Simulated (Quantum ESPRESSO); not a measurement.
# MnO (Manganosite): exchange couplings by hand from total energies

Can a spin model with one coupling foretell the energy of a further order of MnO (Manganosite)?

Program: Quantum ESPRESSO 7.5. Level of theory: LDA; plane waves with GBRV 1.5 LDA potentials, no spin-orbit coupling. Results are calculated unless marked as measured.

## Step 1: Starting point

It takes space group Fm-3m (No. 225, cubic). Conventional cell: a = 4.446 Å, b = 4.446 Å, c = 4.446 Å, α = 90.00°, β = 90.00°, γ = 90.00°. Nearest to Mn lie 6 O at 2.22 Å. O has 6 Mn at 2.22 Å nearest. Farther neighbours and most contacts between anions are not listed.

The cell comes from the Crystallography Open Database.

## Step 2: The parallel order

All energies count from this run.

Input file pw.in:

```
&CONTROL
  calculation = 'scf'
  prefix = 'pwscf'
  outdir = './tmp'
  pseudo_dir = './pseudo'
  disk_io = 'nowf'
/
&SYSTEM
  ibrav = 0
  celldm(1) = 8
  nat = 2
  ntyp = 2
  ecutwfc = 40
  ecutrho = 280
  nbnd = 19
  occupations = 'smearing'
  smearing = 'fd'
  degauss = 0.00367493
  nspin = 2
  starting_magnetization(1) = 0.3
  starting_magnetization(2) = 0
/
&ELECTRONS
  conv_thr = 4d-09
  electron_maxstep = 150
  mixing_beta = 0.3
/
ATOMIC_SPECIES
Mn     54.9380 mn_lda_v1.5.uspp.F.UPF
O      15.9990 o_lda_v1.2.uspp.F.UPF
CELL_PARAMETERS alat
   0.0000000000000    0.5251076468804    0.5251076468804
   0.5251076468804    0.0000000000000    0.5251076468804
   0.5251076468804    0.5251076468804    0.0000000000000
ATOMIC_POSITIONS crystal
Mn      0.0000000000    0.0000000000    0.0000000000
O       0.5000000000    0.5000000000    0.5000000000
K_POINTS automatic
8 8 8 0 0 0
```

Launch:

```
$ OMP_NUM_THREADS=1 mpirun -n 4 pw.x -nk 4 -in pw.in > pw.out
```

The log of the run:

```text
Program PWSCF v.7.5 starts
     [... lines left out ...]
     number of atoms/cell      =            2
     [... lines left out ...]
     number of electrons       =        21.00
     number of Kohn-Sham states=           19
     kinetic-energy cutoff     =      40.0000  Ry
     charge density cutoff     =     280.0000  Ry
     scf convergence threshold =      4.0E-09
     [... lines left out ...]
     48 Sym. Ops., with inversion, found
     [... lines left out ...]
     number of k points=    29  Fermi-Dirac smearing, width (Ry)=  0.0037
     [... lines left out ...]
     iteration # 10     ecut=    40.00 Ry     beta= 0.30
     [... lines left out ...]
     Magnetic moment per site  (integrated on atomic sphere of radius R)
     atom   1 (R=0.217)  charge= 12.5992  magn=  3.9262
     atom   2 (R=0.217)  charge=  5.8928  magn=  0.2284
     [... lines left out ...]
     the Fermi energy is    12.8584 ev
!    total energy              =    -243.47411595 Ry
     estimated scf accuracy    <          2.7E-09 Ry
     smearing contrib. (-TS)   =      -0.00072141 Ry
     [... lines left out ...]
     total magnetization       =     4.62 Bohr mag/cell
     absolute magnetization    =     4.62 Bohr mag/cell
     convergence has been achieved in  10 iterations
   JOB DONE.
```

It took 3.9 s on 4 MPI ranks of Intel Xeon Platinum 8488C (Sapphire Rapids), shared host; peak memory 0.28 GiB; 15 s of CPU time.

Spin moment in the atom's sphere by atom:

| atom | spin moment in the atom's sphere (μB) |
| --- | --- |
| Mn1 | 3.93 |
| O2 | 0.23 |

Numbers from this step:

```
smearing term TS       : 0.009815 eV
magnetization          : 4.62 μB
absolute magnetization : 4.62 μB
final state            : ferromagnetic
```

## Step 3: The orders used for the fit

The other orders were run with the same settings, on meshes that hold the same points. Free energies are divided by the number of Mn atoms; q is in fractions of the reciprocal vectors of the first run's cell.

| order | atoms | mesh | free energy (eV) | eV per Mn | largest moment (μB) |
| --- | --- | --- | --- | --- | --- |
| F + | 2 | 8×8×8 | -3312.6341 | -3312.6341 | 3.93 |
| AF q=(0,1/2,1/2) +- | 4 | 8×4×8 | -6625.3621 | -3312.6810 | 3.98 |

## Step 4: Counting neighbours

With E = −Σ J e_i·e_j over ordered pairs of unit vectors, turning a neighbour from parallel to opposed costs 2J a Mn atom. So an order lies 2 Σ n J over the parallel one, n being the opposed neighbours in each shell.

| shell | distance (Å) | neighbours | opposed in AF q=(0,1/2,1/2) +- | opposed in AF q=(0,0,1/2) +- |
| --- | --- | --- | --- | --- |
| J1 | 3.14 | 12 | 8 | 6 |
| J2 | 4.45 | 6 | 0 | 6 |

Only J1 is kept, as an effective coupling that takes up all reversed shells.

## Step 5: Solving

```
2 × 8 × J1 = -46.9 meV    (AF q=(0,1/2,1/2) +-)
J1 = -2.93 meV
```

## Step 6: The test

The couplings now give the orders that were left out:

```
2 × 6 × (-2.93) = -35.2 meV    (AF q=(0,0,1/2) +-)
```

The runs themselves:

| order | atoms | mesh | free energy (eV) | eV per Mn | largest moment (μB) | over the parallel order (meV) | foretold (meV) |
| --- | --- | --- | --- | --- | --- | --- | --- |
| AF q=(0,0,1/2) +- | 4 | 8×8×4 | -6625.4908 | -3312.7454 | 4.01 | -111.3 | -35.2 |

## Step 7: One more shell

One way to take up the miss is the next shell. Both differences then fix both couplings, and no order is left for a test.

```
2 × 8 × J1 = -46.9 meV    (AF q=(0,1/2,1/2) +-)
2 × 6 × J1 + 2 × 6 × J2 = -111.3 meV    (AF q=(0,0,1/2) +-)
J1 = -2.93 meV
J2 = -6.34 meV
```

## Step 8: Summary of results

```json
{
  "effective J1 (Mn–Mn at 3.14 Å)": "-2.93 meV",
  "largest miss on the orders left out": "76 meV",
  "J1 with two shells": "-2.93 meV",
  "J2 with two shells": "-6.34 meV"
}
```

The model misses the order left out by 76 meV, 68 % of the largest energy difference, so it fails: these couplings alone don't describe the crystal. With the next shell added the couplings are J1 = -2.93 and J2 = -6.34 meV, untested. The largest moment changes by 2.1 % between the orders. Shells that were dropped are folded into the couplings or show in the miss. No Hubbard term acts here. In such compounds local and semilocal functionals without one often delocalise the d electrons, and can shrink or lose moments and miss the size, sign and order of the couplings.

[Logs and program files are shortened in this print: banners, set-up blocks, solver, clock and traceback lines can be left out without a mark of their own.]

[Logs are printed without paths, hosts, clocks, repeated set-up lines and the standing remarks that a program may print on its own settings, such as how far it seeks lower states.]

[Hosts, paths, dates, database ids (printed as entryN), source tags and the programs' standing remarks are cut or masked in the printed files.]

[Where a cell is said to come from a database of computed structures, the database is the Materials Project.]
